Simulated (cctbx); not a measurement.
# Diagnosing a refinement

Cell a = 3.8910 Å, b = 3.8910 Å, c = 7.8220 Å, α = 90.00°, β = 90.00°, γ = 90.00°; space group P4/nmm (no. 129, origin choice 1).

The data are simulated with cctbx, not measured: Mo Kα, λ = 0.71073 Å, to d = 0.65 Å, 80 % of the full sphere, strongest reflection 70000 counts, noise from counting, a 4 % proportional error and a noise floor of 4 counts (s.d.); no absorption.

An anisotropic refinement with weights 1/σ² prints:

```text
Rint 0.031, 163 unique reflections to 0.65 A
cycle     R1     wR2    GooF  max shift (A)
   1  0.0465  0.1865  11.162   0.13524
   3  0.0498  0.1571   9.400   0.00038
final R1 0.0497 wR2 0.1571 GooF 9.400  parameters 9  data/parameter 18.1
atom        x        y        z      Ueq    occ   su(xyz)  su(Uiso or U11)
Pb1    0.00000  0.50000  0.19587   0.0083  1.000  0.00012  0.0006
Zn1    0.00000  0.50000  0.58913   0.0105  1.000  0.00055  0.0012
O1     0.00000  0.50000  0.83664   0.0390  1.000  0.00609  0.0153
difference map: max 20.96 min -3.90 rms 1.01
Q1    0.0000  0.0000  0.5000    2   20.96  2.07 A from Zn1
Q2    0.0000  0.5000  0.1773    2    7.96  0.15 A from Pb1
Q3    0.0000  0.5000  0.8729    2    7.81  0.28 A from O1
Q4    0.0000  0.5000  0.6272    2    2.18  0.30 A from Zn1
Q5    0.0000  0.0000  0.1104    4    1.21  1.99 A from O1
Q6    0.0000  0.0000  0.3840    4    1.17  1.96 A from Zn1
```

Q: Accept it or mend it, and why?

Mend it. The fault: an atom left out, O at (1/2, 1/2, 1/2). Against the right model at the same level, R1 goes from 0.0071 to 0.0497 and GooF from 0.93 to 9.40 and the top difference peak, 21.0 e/Å³, lies 2.07 Å from Zn1. Q1 is the missing atom. With scattering power missing, scale and phases suffer, so peaks may also grow on the heavy atoms.

The compound is ZnPbO2. The right model at the same level gives:

```text
Rint 0.031, 163 unique reflections to 0.65 A
cycle     R1     wR2    GooF  max shift (A)
   1  0.0094  0.0212   1.275   0.00194
   2  0.0071  0.0154   0.929   0.00000
final R1 0.0071 wR2 0.0154 GooF 0.929  parameters 11  data/parameter 14.8
atom        x        y        z      Ueq    occ   su(xyz)  su(Uiso or U11)
Pb1    0.00000  0.50000  0.19550   0.0090  1.000  0.00001  0.0001
Zn1    0.00000  0.50000  0.59020   0.0115  1.000  0.00005  0.0001
O1     0.00000  0.50000  0.85450   0.0233  1.000  0.00047  0.0009
O2     0.50000  0.50000  0.50000   0.0171  1.000  0.00000  0.0006
difference map: max 0.45 min -0.84 rms 0.15
Q1    0.0000  0.3358  0.4956    8    0.45  0.98 A from Zn1
Q2    0.0000  0.2317  0.0271    8    0.45  1.68 A from Pb1
Q3    0.0000  0.3351  0.9129    8    0.45  0.79 A from O1
Q4    0.0000  0.2831  0.8010    8    0.44  0.94 A from O1
Q5    0.0000  0.5000  0.3181    2    0.41  0.96 A from Pb1
Q6    0.0000  0.3290  0.1063    8    0.35  0.96 A from Pb1
```

Isotropic U is held between 0.0001 and 1 Å² by the program, and listed peak heights are interpolated, so they can pass the grid's maximum.

The model was made for the exercise: a known structure type with other elements put in, its volume estimated, not relaxed; displacement parameters are assumed.

[Middle refinement cycles are left out of these outputs.]

[Logs are printed without paths, hosts, clocks, repeated set-up lines and the standing remarks that a program may print on its own settings, such as how far it seeks lower states.]
